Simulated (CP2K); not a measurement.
Consider 1,2,4-triazole at its PBE geometry (Å).

```xyz
8

C     1.2470   -0.0166    0.0059
N     0.5217    1.1452    0.0023
C    -0.7322    0.7016   -0.0027
N    -0.7410   -0.6565   -0.0007
N     0.5297   -1.1413    0.0030
H     2.3321   -0.0407    0.0113
H    -1.6319    1.3083   -0.0090
H    -1.5253   -1.3000   -0.0101
```

Method: CP2K XAS_TDP, all-electron GAPW, PBEh(45%), aug-cc-pVDZ, TDA, GW2X-corrected core level, no relativity.

Predict the bright core excitations at the C K edge.

Leading lines: C1 288.56 eV and C3 288.63 eV. The leading line of an atom is its first one with 35 % of the strongest within 2.5 eV of its lowest line over the strength cut. Core ionisation energies at this level: C1 293.36 and C3 294.10 eV.

The first six lines of each atom with a strength over 0.0015:

| atom | energy (eV) | states | strength, one atom | above the computed threshold |
| --- | --- | --- | --- | --- |
| C1 (bonded to 2 N and H) | 288.56 | 1 | 0.0568 |  |
|  | 291.06 | 1 | 0.0029 |  |
|  | 291.62 | 1 | 0.0076 |  |
|  | 292.09 | 1 | 0.0051 |  |
|  | 293.04 | 1 | 0.0040 |  |
|  | 293.24 | 1 | 0.0031 |  |
| C3 (bonded to 2 N and H) | 288.63 | 1 | 0.0586 |  |
|  | 291.73 | 1 | 0.0117 |  |
|  | 292.72 | 1 | 0.0044 |  |
|  | 293.50 | 1 | 0.0055 |  |
|  | 293.99 | 1 | 0.0021 |  |
|  | 294.76 | 1 | 0.0106 | yes |

Lines are vertical, at one geometry, with no vibrational structure. GW2X ionisation energies and lines can be off by 1 to 2 eV either way, and a good line position may hide errors that cancel. These values hold no scalar relativity, about 0.1 eV for C 1s. Rydberg lines, and the discretised continuum above threshold, depend on the basis and the box.

[Banner, clock and machine lines of the logs are left out without a mark of their own.]

[Logs are printed without paths, hosts, clocks, repeated set-up lines and the standing remarks that a program may print on its own settings, such as how far it seeks lower states.]

[Hosts, paths, dates, database ids (printed as entryN), source tags and the programs' standing remarks are cut or masked in the printed files.]
